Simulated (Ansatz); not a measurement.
## EuSn2Pb2: relaxing a made-up structure

Starting from a made-up structure for EuSn2Pb2, the aim is the relaxed cell, its shortest contacts and, where a second run follows, its electronic structure.

Program: Ansatz 0.2.0. Level of theory: DFT, PBEsol, plane-wave PAW, default files, scalar-relativistic, ferromagnetic start, cell and ions relaxed at zero pressure, in the first sound run; inputs show where later runs differ. Results are calculated unless marked as measured.

### Step 1. The structure

Symmetry: I4/mmm, No. 139, tetragonal system. The conventional cell has a = 4.962 Å, b = 4.962 Å, c = 11.950 Å, α = 90.00°, β = 90.00°, γ = 90.00°. Nearest to Pb lie 4 Sn at 2.88 Å and 4 Pb at 3.51 Å and 4 Eu at 3.88 Å. Nearest to Eu lie 8 Sn at 3.82 Å and 8 Pb at 3.88 Å. Sn has 4 Pb at 2.88 Å and 1 Sn at 3.03 Å and 4 Eu at 3.82 Å nearest. Farther neighbours are not listed.

### Step 2. Relaxation of the guess

The guessed cell has no reason to be at equilibrium. It is relaxed with the atoms, within the space group of the guess.

Contents of input.yaml:

```yaml
crystal:
  lattice:
    - [-2.481, 2.481, 5.975]
    - [2.481, -2.481, 5.975]
    - [2.481, 2.481, -5.975]
  atoms:
    - { symbol: Pb, position: [0.25, 0.75, 0.5] }
    - { symbol: Pb, position: [0.75, 0.25, 0.5] }
    - { symbol: Eu, position: [0.0, 0.0, 0.0], spin: 7.0 }
    - { symbol: Sn, position: [0.6269, 0.6269, 0.0] }
    - { symbol: Sn, position: [0.3731, 0.3731, 0.0] }
magnetization:
  spin_polarized: true
kpoints:
  mp_grid: { grid: [8, 8, 8] }
scf:
  occupations: { method: fermi_dirac, width: 0.05 }
hamiltonian:
  xc: pbesol
  pseudopotentials: { kind: paw }
relax:
  f_tol: 0.015
  max_steps: 70
  cell: {}
output:
  forces: true
  stress: true
```

Launch:

```
$ ansatz run input.yaml --threads 4 --pin off --max-ram 10240MiB --backend cpu --events-out ev --progress --plain --runs-dir out
```

Numbers of over 12 decimals in the logs are rounded to 6 here.

What it wrote:

```text
Engine: ansatz 0.2.0, x86_64-unknown-linux-gnu
Pseudopotentials: kind: paw
Pseudopotential: Pb, paw, valence charge 14, recommended cutoff 420 eV (normal), Pb.paw.azcp
Pseudopotential: Eu, paw, valence charge 17, recommended cutoff 420 eV (normal), Eu.paw.azcp
Pseudopotential: Sn, paw, valence charge 14, recommended cutoff 420 eV (normal), Sn.paw.azcp
Functional definition: PBEsol
  exchange = pbesol_x
  correlation = pbesol_c
Crystal: 5 atoms, lattice volume = 147.113 Å³
Basis set: ecut = 420 eV, 2887 PW (Γ), exchange–correlation on 96×96×96 points (8 copies of the dense FFT grid, shifted against one another)
Bands: 48, of which v1, the nominal top of the filled ones, is band 37 counted from 1 (36 counted from 0)
Symmetry: 16 space group operations
Space group: I4/mmm (ITA 139), of the structure as read, at distance tolerance 5.3e-5 Å
Magnetic group: BNS 139.531 (UNI 1191), of the structure as read, at distance tolerance 5.3e-5 Å
k-points: 59 of 512
Non-local potential: Pb, projectors of the file, l = 0: 2, l = 1: 2, l = 2: 2, l = 3: 2
Non-local potential: Eu, projectors of the file, l = 0: 3, l = 1: 2, l = 2: 2, l = 3: 3
Non-local potential: Sn, projectors of the file, l = 0: 2, l = 1: 2, l = 2: 2, l = 3: 2
PAW form: soft (Blöchl's): semilocal exchange-correlation on the pseudo side does not see the compensation charge
PAW frozen core: Pb, regenerated for the run's functional, and the local potential with it (the file was generated under x = pbe(κ = 0.804, μ = 0.219515), c = pbe(β = 0.066725))
PAW frozen core: Eu, regenerated for the run's functional, and the local potential with it (the file was generated under x = pbe(κ = 0.804, μ = 0.219515), c = pbe(β = 0.066725))
PAW frozen core: Sn, regenerated for the run's functional, and the local potential with it (the file was generated under x = pbe(κ = 0.804, μ = 0.219515), c = pbe(β = 0.066725))
PAW one-centre angular grid: Pb, 590 points (default); XC on 64 Gauss nodes
PAW one-centre angular grid: Eu, 590 points (default); XC on 64 Gauss nodes
PAW one-centre angular grid: Sn, 590 points (default); XC on 64 Gauss nodes
Initial density: superposition of atomic densities (chi_scale 0.1, normalization cell)
Starting moments: Σ|m| = 7 μB on 1 of 5 sites
Initial wavefunctions: pseudopotential atomic-orbital guess
Functional: x = pbesol(κ = 0.804, μ = 0.123457), c = pbesol(β = 0.046)
iter 1 solved again at ethr=1.14e-3 eV; its pass at ethr=3.10e-3 eV (dr2=8.32e-1 eV) is discarded
SCF iter   1: F=—  HF=-44072.720928 eV  |F-HF|=—  |Δ(HF+E_count)|=         —  Δρ=2.84e-2 (↑2.84e-2 ↓1.28e-2)  dr2=8.33e-1  dr2_m=4.58e-1  M=6.844 μB ∫|m|=6.946 μB  β_m=0.30  ethr=1.14e-3  ⟨swp⟩=1.1  Hψ=29770  notcnv=0
Mixer restart at iter 1: flushing history
preconditioner: auto → Kerker (q_TF=auto, 2.428 Å⁻¹)  [metal: Δε(μ)=0.009 eV  Ē_g=16.597 eV  σ=0.050 eV  W_gap=0.05  n_scr=32 (ndim 8)  ℏωp=25.8 eV  f_vac=0.000  D(μ)=6.28/eV (n_scr^D=52)]
spin=Collinear: Kerker preconditioning applied to the charge; magnetization (m = ρ↑ − ρ↓) channel mixes plain (no charge-response kernel on spin).
SCF iter   2: F=—  HF=-44072.988365 eV  |F-HF|=—  |Δ(HF+E_count)|=   2.67e-1  Δρ=1.87e-2 (↑1.87e-2 ↓9.32e-3)  dr2=4.50e-1  dr2_m=2.03e-1  M=6.847 μB ∫|m|=6.950 μB  β_m=0.52  ethr=1.14e-3  ⟨swp⟩=2.7  Hψ=9393  notcnv=0
SCF iter   3: F=—  HF=-44073.441374 eV  |F-HF|=—  |Δ(HF+E_count)|=   4.53e-1  Δρ=1.11e-2 (↑1.11e-2 ↓3.00e-3)  dr2=1.60e-1  dr2_m=4.86e-2  M=6.924 μB ∫|m|=7.047 μB  β_m=0.65  ethr=6.16e-4  ⟨swp⟩=2.8  Hψ=11758  notcnv=0  defer=57
SCF iter   4: F=—  HF=-44073.770954 eV  |F-HF|=—  |Δ(HF+E_count)|=   3.30e-1  Δρ=4.82e-3 (↑4.82e-3 ↓1.73e-3)  dr2=7.77e-2  dr2_m=5.00e-3  M=7.027 μB ∫|m|=7.146 μB  β_m=0.83  ethr=2.19e-4  ⟨swp⟩=3.7  Hψ=12981  notcnv=0  defer=68
SCF iter   5: F=—  HF=-44073.854294 eV  |F-HF|=—  |Δ(HF+E_count)|=   8.33e-2  Δρ=1.82e-3 (↑1.82e-3 ↓8.10e-4)  dr2=1.91e-2  dr2_m=6.70e-4  M=7.086 μB ∫|m|=7.201 μB  β_m=0.86  ethr=1.06e-4  ⟨swp⟩=3.8  Hψ=13669  notcnv=0  defer=151
SCF iter   6: F=—  HF=-44073.852498 eV  |F-HF|=—  |Δ(HF+E_count)|=   1.80e-3  Δρ=4.28e-4 (↑3.54e-4 ↓4.28e-4)  dr2=1.31e-3  dr2_m=3.09e-5  M=7.081 μB ∫|m|=7.193 μB  β_m=0.93  ethr=2.61e-5  ⟨swp⟩=2.9  Hψ=11604  notcnv=0  defer=299
SCF iter   7: F=—  HF=-44073.852438 eV  |F-HF|=—  |Δ(HF+E_count)|=   6.01e-5  Δρ=1.67e-4 (↑1.67e-4 ↓1.41e-4)  dr2=2.02e-4  dr2_m=5.33e-6  M=7.076 μB ∫|m|=7.188 μB  β_m=0.96  ethr=1.80e-6  ⟨swp⟩=2.1  Hψ=10003  notcnv=0  defer=300
SCF iter   8: F=—  HF=-44073.852415 eV  |F-HF|=—  |Δ(HF+E_count)|=   2.29e-5  Δρ=1.01e-4 (↑1.01e-4 ↓3.85e-5)  dr2=3.53e-5  dr2_m=3.52e-6  M=7.077 μB ∫|m|=7.189 μB  β_m=0.98  ethr=2.76e-7  ⟨swp⟩=2.0  Hψ=10315  notcnv=0  defer=325
SCF iter   9: F=—  HF=-44073.853792 eV  |F-HF|=—  |Δ(HF+E_count)|=   1.38e-3  Δρ=5.48e-5 (↑5.48e-5 ↓1.38e-5)  dr2=7.52e-6  dr2_m=9.29e-7  M=7.077 μB ∫|m|=7.189 μB  β_m=0.99  ethr=4.84e-8  ⟨swp⟩=2.0  Hψ=9954  notcnv=0  defer=308
SCF iter  10: F=—  HF=-44073.853796 eV  |F-HF|=—  |Δ(HF+E_count)|=   4.21e-6  Δρ=1.26e-5 (↑1.26e-5 ↓4.54e-6)  dr2=3.17e-7  dr2_m=5.91e-8  M=7.077 μB ∫|m|=7.189 μB  β_m=1.00  ethr=1.03e-8  ⟨swp⟩=2.0  Hψ=10022  notcnv=0  defer=302
SCF iter  11: F=—  HF=-44073.853797 eV  |F-HF|=—  |Δ(HF+E_count)|=   2.64e-7  Δρ=4.29e-6 (↑4.29e-6 ↓1.83e-6)  dr2=7.12e-8  dr2_m=4.57e-9  M=7.077 μB ∫|m|=7.189 μB  β_m=0.96  ethr=4.34e-10  ⟨swp⟩=2.0  Hψ=10007  notcnv=0  defer=302
SCF iter  12: F=-44073.853797 eV  HF=-44073.853797 eV  |F-HF|=1.73e-8  |Δ(HF+E_count)|=   1.25e-8  Δρ=3.08e-6 (↑3.08e-6 ↓8.82e-7)  dr2=2.32e-8  dr2_m=2.49e-9  M=7.077 μB ∫|m|=7.189 μB  ethr=9.76e-11  ⟨swp⟩=2.5  Hψ=19640  notcnv=0
SCF 1 converged in 12 iterations: F = -44073.853797 eV  dr2 = 2.32e-8
  greatest PAW one-centre occupation: 1.000 electrons in one spin orbital (limit 2), on the Eu atom at site 2 (counted from 0), in its partial waves of l = 0
relax step   1: F+E_penalty+E_count = -44073.85379654 eV  Δ(F+E_penalty+E_count) = +0.000e0 eV  max|allowed force component| = 2.008e0 eV/Å  Δτ_max = 0.0000 Å  P = +7.205 GPa  Ω = 147.113 Å³  (12 SCF iters, dr2 threshold 1.00e-7 eV, accepted)
Crystal: 5 atoms, lattice volume = 158.481 Å³
Basis set: ecut = 420 eV, 3053 PW (Γ), exchange–correlation on 96×96×96 points (8 copies of the dense FFT grid, shifted against one another)
Initial density: handed on by an earlier stage of this run
Starting moments: Σ|m| = 7 μB on 1 of 5 sites; this step starts from the density that it was given
Initial wavefunctions: those handed on with the density
iter 1 solved again at ethr=1.07e-4 eV; its pass at ethr=3.10e-3 eV (dr2=7.85e-2 eV) is discarded
[...]
relax step   5: F+E_penalty+E_count = -44074.77785773 eV  Δ(F+E_penalty+E_count) = -9.809e-2 eV  max|allowed force component| = 6.568e-3 eV/Å  Δτ_max = 0.0612 Å  P = -1.152 GPa  Ω = 166.111 Å³  energy of the carried Pulay correction = -5.112e-3 eV  (10 SCF iters, dr2 threshold 5.00e-7 eV, accepted)
relax step   6: F+E_penalty+E_count = -44074.85384241 eV  Δ(F+E_penalty+E_count) = -7.598e-2 eV  max|allowed force component| = 1.305e-1 eV/Å  Δτ_max = 0.0608 Å  P = -0.619 GPa  Ω = 160.549 Å³  energy of the carried Pulay correction = -3.720e-3 eV  (11 SCF iters, dr2 threshold 5.00e-7 eV, accepted)
relax step   7: F+E_penalty+E_count = -44074.86034906 eV  Δ(F+E_penalty+E_count) = -6.507e-3 eV  max|allowed force component| = 1.154e-2 eV/Å  Δτ_max = 0.0041 Å  P = +0.075 GPa  Ω = 157.857 Å³  energy of the carried Pulay correction = -3.018e-3 eV  (9 SCF iters, dr2 threshold 5.00e-7 eV, accepted)
relax step   8: F+E_penalty+E_count = -44074.86034044 eV  Δ(F+E_penalty+E_count) = +8.623e-6 eV  max|allowed force component| = 5.553e-3 eV/Å  Δτ_max = 0.0027 Å  P = +0.003 GPa  Ω = 158.223 Å³  energy of the carried Pulay correction = -3.114e-3 eV  (9 SCF iters, dr2 threshold 1.57e-8 eV, accepted)
relax step   9: F+E_penalty+E_count = -44074.88219495 eV  Δ(F+E_penalty+E_count) = -2.185e-2 eV  max|allowed force component| = 1.291e-2 eV/Å  Δτ_max = 0.0000 Å  P = +0.247 GPa  Ω = 158.223 Å³  stress off target by 7.26e-1 GPa  SCF on the basis re-selected at this cell (its energy is not comparable with the rows above)  (11 SCF iters)
relax step  10: F+E_penalty+E_count = -44074.88810826 eV  Δ(F+E_penalty+E_count) = -5.913e-3 eV  max|allowed force component| = 9.644e-3 eV/Å  Δτ_max = 0.0106 Å  P = +0.025 GPa  Ω = 158.555 Å³  energy of the carried Pulay correction = -1.195e-4 eV  (9 SCF iters, dr2 threshold 5.00e-7 eV, accepted)
relax step  11: F+E_penalty+E_count = -44074.88876398 eV  Δ(F+E_penalty+E_count) = -6.557e-4 eV  max|allowed force component| = 2.290e-3 eV/Å  Δτ_max = 0.0028 Å  P = +0.013 GPa  Ω = 158.423 Å³  energy of the carried Pulay correction = -1.026e-4 eV  (9 SCF iters, dr2 threshold 8.67e-8 eV, accepted)
iter 1 solved again at ethr=9.61e-8 eV; its pass at ethr=3.10e-3 eV (dr2=7.01e-5 eV) is discarded
SCF iter   1: F=—  HF=-44074.888922 eV  |F-HF|=—  |Δ(HF+E_count)|=         —  Δρ=1.41e-5 (↑1.20e-5 ↓1.41e-5)  dr2=8.35e-8  dr2_m=1.08e-7  M=7.059 μB ∫|m|=7.131 μB  β_m=0.65  ethr=9.61e-8  ⟨swp⟩=4.2  Hψ=41266  notcnv=0
preconditioner: auto → Kerker (q_TF=auto, 2.398 Å⁻¹)  [metal: Δε(μ)=0.021 eV  Ē_g=16.442 eV  σ=0.050 eV  W_gap=0.10  n_scr=32 (ndim 8)  ℏωp=24.9 eV  f_vac=0.000  D(μ)=2.64/eV (n_scr^D=12)]
spin=Collinear: Kerker preconditioning applied to the charge; magnetization (m = ρ↑ − ρ↓) channel mixes plain (no charge-response kernel on spin).
SCF iter   2: F=—  HF=-44074.888893 eV  |F-HF|=—  |Δ(HF+E_count)|=   2.95e-5  Δρ=5.66e-6 (↑4.70e-6 ↓5.66e-6)  dr2=1.76e-8  dr2_m=1.63e-8  M=7.059 μB ∫|m|=7.131 μB  β_m=0.65  ethr=1.14e-10  ⟨swp⟩=3.0  Hψ=11715  notcnv=0
SCF iter   3: F=—  HF=-44074.888893 eV  |F-HF|=—  |Δ(HF+E_count)|=   4.63e-8  Δρ=5.61e-7 (↑5.61e-7 ↓4.45e-7)  dr2=4.10e-10  dr2_m=1.65e-10  M=7.059 μB ∫|m|=7.131 μB  β_m=0.61  ethr=2.41e-11  ⟨swp⟩=2.0  Hψ=9976  notcnv=0
SCF iter   4: F=—  HF=-44074.888893 eV  |F-HF|=—  |Δ(HF+E_count)|=   8.26e-9  Δρ=2.19e-7 (↑1.96e-7 ↓2.19e-7)  dr2=2.60e-10  dr2_m=1.21e-11  M=7.059 μB ∫|m|=7.131 μB  β_m=0.60  ethr=1.00e-12  ⟨swp⟩=2.0  Hψ=8989  notcnv=0
SCF iter   5: F=—  HF=-44074.888893 eV  |F-HF|=—  |Δ(HF+E_count)|=  4.37e-11  Δρ=9.87e-8 (↑9.36e-8 ↓9.87e-8)  dr2=3.81e-11  dr2_m=5.23e-12  M=7.059 μB ∫|m|=7.131 μB  β_m=0.80  ethr=1.00e-12  ⟨swp⟩=1.5  Hψ=6077  notcnv=0
SCF iter   6: F=—  HF=-44074.888893 eV  |F-HF|=—  |Δ(HF+E_count)|=  5.09e-11  Δρ=9.69e-8 (↑9.69e-8 ↓3.42e-8)  dr2=1.47e-11  dr2_m=3.40e-12  M=7.059 μB ∫|m|=7.131 μB  β_m=0.90  ethr=1.00e-12  ⟨swp⟩=1.0  Hψ=5664  notcnv=0
SCF iter   7: F=—  HF=-44074.888893 eV  |F-HF|=—  |Δ(HF+E_count)|=  2.18e-11  Δρ=6.40e-8 (↑6.40e-8 ↓1.31e-8)  dr2=8.84e-12  dr2_m=1.21e-12  M=7.059 μB ∫|m|=7.131 μB  β_m=0.95  ethr=1.00e-12  ⟨swp⟩=1.0  Hψ=5664  notcnv=0
SCF iter   8: F=-44074.888893 eV  HF=-44074.888893 eV  |F-HF|=3.64e-11  |Δ(HF+E_count)|=    0.00e0  Δρ=1.13e-7 (↑1.13e-7 ↓6.08e-9)  dr2=2.49e-11  dr2_m=4.52e-12  M=7.059 μB ∫|m|=7.131 μB  ethr=1.00e-12  ⟨swp⟩=3.0  Hψ=19287  notcnv=0
SCF 12 converged in 8 iterations: F = -44074.888893 eV  dr2 = 2.49e-11
relax step  12: F+E_penalty+E_count = -44074.88889255 eV  Δ(F+E_penalty+E_count) = -1.286e-4 eV  max|allowed force component| = 2.469e-3 eV/Å  Δτ_max = 0.0000 Å  P = +0.012 GPa  Ω = 158.423 Å³  stress off target by 3.41e-2 GPa  SCF on the basis re-selected at this cell (its energy is not comparable with the rows above)  (8 SCF iters)
basis re-selected at this cell: Δ(F+E_penalty+E_count) = -1.286e-4 eV, ΔP = -0.001 GPa vs the last step (what re-selecting the basis moved, of the pressure what is left beyond the Pulay correction that the steps carried, after the strain that the cell walked since its last selection, with what the two solves' SCF thresholds leave and, on support functions, any second-order correction that the steps lacked; it is no m [...]
SCF converged after 8 iterations
Magnetization: 7.0591 μB (40.0296 up, 32.9704 down)
Absolute magnetization: 7.1295 μB (∫|ρ↑−ρ↓|, with the PAW one-centre terms)
Spin contamination: 0.0511 ħ² per cell (⟨S²⟩ above its minimum at these occupations)
Per-site moments (μB) at R_I (Å): [(-0.00119507, 1.331061), (-0.00119507, 1.331061), (6.890039, 1.480409), (-0.00381047, 1.158274), (-0.00381047, 1.158274)]
Free energy (F): -44074.888893 eV
Harris-Foulkes:  -44074.888893 eV  (|F-HF|=3.64e-11)
Internal energy: -44074.865420 eV  (E = F + TS)
E sigma→0 (E₀):  -44074.877156 eV
Entropy (-TS):   -0.023473 eV (-4.695 meV/atom)
Fermi energy:    10.106580 eV
--- Per-component energies (eV) ---
  E_band       = -303.327477
  E_kinetic    = 1304.498802
  E_local      = -6080.049057  (includes V_loc(G=0)·N_el)
  E_nonlocal   = 1119.857951
  E_hartree    = 2809.571456
  E_xc         = -1372.810346
  E_vxc        = -662.105100  (∫ρ·V_xc dr)
  E_paw        = -34929.267539  (= ΣΔE_a)
  E_vpaw       = -1604.673319  (= ΣTr[D̂ρ^β])
  E_aug_tail   = 0.000095  (compensation charges beyond the density's cutoff)
  E_ewald      = -6927.947526
  E_core_change = 1.280744  (= ΣΔE_core)
  E_smearing   = -0.023473  (= −TS)
  E_closure    = 0.000000  (closes the sum)
  Σ components = -44074.888893   (vs F -44074.888893, Δ=0.00e0)
--- Forces (eV/Å), atoms counted from 1 ---
  atom   1  Pb     0.00000000     0.00000000    -0.00000000
  atom   2  Pb    -0.00000000     0.00000000     0.00000000
  atom   3  Eu    -0.00000000     0.00000000    -0.00000000
  atom   4  Sn     0.00000000     0.00000000    -0.00246905
  atom   5  Sn    -0.00000000     0.00000000     0.00246905
  max |Σ_I F_I| component: 6.94e-17 eV/Å
--- Stress (GPa, compression-positive) ---
        0.000825      -0.000000      -0.000000
       -0.000000       0.000825       0.000000
       -0.000000       0.000000       0.034095
  P = ⅓ Tr σ = 0.0119 GPa (0.119 kbar)
--- Relaxed structure (10 steps of the walk, 10 accepted, 2 SCFs on fresh bases) ---
  F+E_penalty+E_count = -44074.88889255 eV   max|allowed force component| = 2.469e-3 eV/Å   (the final SCF, on the basis selected at the relaxed cell)
  cell:  # Å, volume = 158.4229 Å³
    - [-2.335472, 2.335472, 7.261206]
    - [2.335472, -2.335472, 7.261206]
    - [2.335472, 2.335472, -7.261206]
  atoms:
    - { symbol: Pb, position: [0.25, 0.75, 0.500000] }
    - { symbol: Pb, position: [0.75, 0.25, 0.500000] }
    - { symbol: Eu, position: [-1.8871468776316692e-19, -1.8871468776316721e-19, 0] }
    - { symbol: Sn, position: [0.596676, 0.596676, 0] }
    - { symbol: Sn, position: [0.403324, 0.403324, 0] }
```

Run time: 2.1 min. Hardware: 4 threads of Intel Xeon Platinum 8488C (Sapphire Rapids), shared host; peak memory 1.2 GiB; 7.7 min of CPU time.

Relaxation path:

```csv
step,energy less that of the first step (eV),largest force component (eV/Å),pressure (GPa),volume (Å³)
1,0.0000,2.0077,7.21,147.11
2,-0.6433,0.4683,1.87,158.48
3,-0.7432,0.2127,0.26,163.89
4,-0.8260,0.1189,-0.89,167.40
5,-0.9241,0.0066,-1.15,166.11
6,-1.0000,0.1305,-0.62,160.55
7,-1.0066,0.0115,0.08,157.86
8,-1.0065,0.0056,0.00,158.22
9*,-1.0284,0.0129,0.25,158.22
10,-1.0343,0.0096,0.02,158.56
11,-1.0350,0.0023,0.01,158.42
12*,-1.0351,0.0025,0.01,158.42
```

Relaxation steps marked * repeat the geometry before them on a plane-wave basis chosen anew for their cell, so energy and pressure can jump there.

The run keeps the 16 symmetry operations that it works with, so distortions that break them were not tested.

```csv
cell as run,before,after,change
a (Å),6.929,7.977,+15.1 %
b (Å),6.929,7.977,+15.1 %
c (Å),6.929,7.977,+15.1 %
α (°),138.04,145.95,+5.7 %
β (°),138.04,145.95,+5.7 %
γ (°),60.84,48.92,-19.6 %
volume (Å³/atom),29.42,31.68,+7.7 %
```

The atoms that moved most (Å, as changes of fractional coordinates times the final cell):

```csv
atom,dx,dy,dz,length
Sn4,0.000,0.000,-0.439,0.439
Sn5,0.000,0.000,0.439,0.439
```

The relaxed structure:

```xyz
5
Lattice="-2.3355 2.3355 7.2612 2.3355 -2.3355 7.2612 2.3355 2.3355 -7.2612" Properties=species:S:1:pos:R:3 pbc="T T T"
Pb    2.3355    0.0000    3.6306
Pb    0.0000    2.3355    3.6306
Eu    0.0000    0.0000    0.0000
Sn    0.0000    0.0000    8.6652
Sn    0.0000    0.0000    5.8572
```

This step gave:

* free energy: -44074.8889 eV
* energy at zero smearing: -44074.8772 eV
* smearing term TS: 0.02347 eV
* Fermi energy: 10.11 eV
* magnetization: 7.059 μB
* absolute magnetization: 7.129 μB
* site moments: -0.001195, -0.001195, 6.890, -0.003810, -0.003810 μB
* electrons: 73
* symmetry operations: 16
* pressure: 0.01192 GPa

Site moment by atom:

```csv
atom,site moment (μB)
Pb1,0.00
Pb2,0.00
Eu3,6.89
Sn4,0.00
Sn5,0.00
```

Shortest distances by pair of elements, guess and relaxed (not always the same contact):

```csv
pair,guess (Å),relaxed (Å)
Sn–Sn,3.033,2.808
Pb–Sn,2.884,3.227
Pb–Pb,3.509,3.303
Eu–Sn,3.822,3.589
Eu–Pb,3.883,4.317
```

The relaxation ends with a largest force component of 0.0025 eV/Å and a pressure of 0.01 GPa.

(Continued in part 2 of 2.)

[Logs are printed without paths, hosts, clocks, repeated set-up lines and the standing remarks that a program may print on its own settings, such as how far it seeks lower states.]

[Hosts, paths, dates, database ids (printed as entryN), source tags and the programs' standing remarks are cut or masked in the printed files.]
